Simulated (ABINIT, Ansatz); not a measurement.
Records of electronic-structure calculations.

CaC2 (Pnnm): one start, several treatments of the self-energy. Symmetry: Pnnm, No. 58, orthorhombic system. Conventional cell: a = 4.407 Å, b = 5.904 Å, c = 3.897 Å, α = 90.00°, β = 90.00°, γ = 90.00°. Ca has 6 C at 2.62 Å nearest. Nearest to C lie 1 C at 1.26 Å and 3 Ca at 2.62 Å. Farther neighbours, and contacts between anions beyond the nearest, are not listed. The calculation used RPA screening on PBEsol, plane waves, norm-conserving pseudopotentials (and 3 further levels or steps) in ABINIT 10.8.3, with cutoff 37 Ha, PseudoDojo scalar-relativistic 0.4.1 standard, norm-conserving, ngkpt (4, 2, 4), nband 111, ecuteps 5.2 Ha, gwcalctyp 2, nfreqre 16, nfreqim 8, inclvkb 2, freqremax 40 eV, spmeth 1, nomegasf 120, shiftk (0, 0, 0), symchi 1, awtr 1, frequency cd, 4×2×4 k-mesh. The G0W0, Godby-Needs plasmon pole is 4.836 eV. The G0W0, Engel-Farid plasmon pole is 4.919 eV. The G0W0, von der Linden-Horsch plasmon pole is 4.977 eV and the one-shot Hartree-Fock is 10.703 eV. The G0W0, contour deformation is 4.798 eV and the known limits are short of the basis limit; coarse k mesh. It took 8 runs, 24 min in all on 8 MPI ranks of Intel Xeon Platinum 8375C at 2.90GHz (Ice Lake), shared host. G0W0, Engel-Farid plasmon pole: +0.083 eV against G0W0, Godby-Needs plasmon pole. G0W0, von der Linden-Horsch plasmon pole: +0.141 eV against G0W0, Godby-Needs plasmon pole. The program's warnings: Min real frequency set to default [Ha] = and nkpt*nsppol () is not a multiple of nproc spkpt (). The cell and positions are those that the Materials Project relaxed with its own functionals (PBE, PBE+U or r2SCAN), kept fixed. The 4×2×4 mesh is coarse for this cell, which bears on the long-range parts of exchange and screening.

[Paths, hosts, dates, memory and timing lines, banners, echoed tables and standing remarks are left out of the program output; an Ansatz launch command may be rebuilt from the run's recorded settings. Measured values are a selection of at most five: reports struck by readers or far from the other reports are left out. None is set beside runs whose start may be inverted or whose files or cutoffs have a known fault.]

[Runs of the session that timed out or met a known fault of the program may be left out.]

[Hosts, paths, dates, database ids (printed as entryN), source tags and the programs' standing remarks are cut or masked in the printed files.]

[G0W0 gaps are taken among the corrected bands and points alone; a level outside them can change the order at an edge.]

[Where Ansatz stands beside ABINIT at settings called matched, ABINIT's density can come from a denser mesh and the files from another edition; pairs whose starting gaps differed by over 0.03 eV were left out, so agreement reads better than it is.]
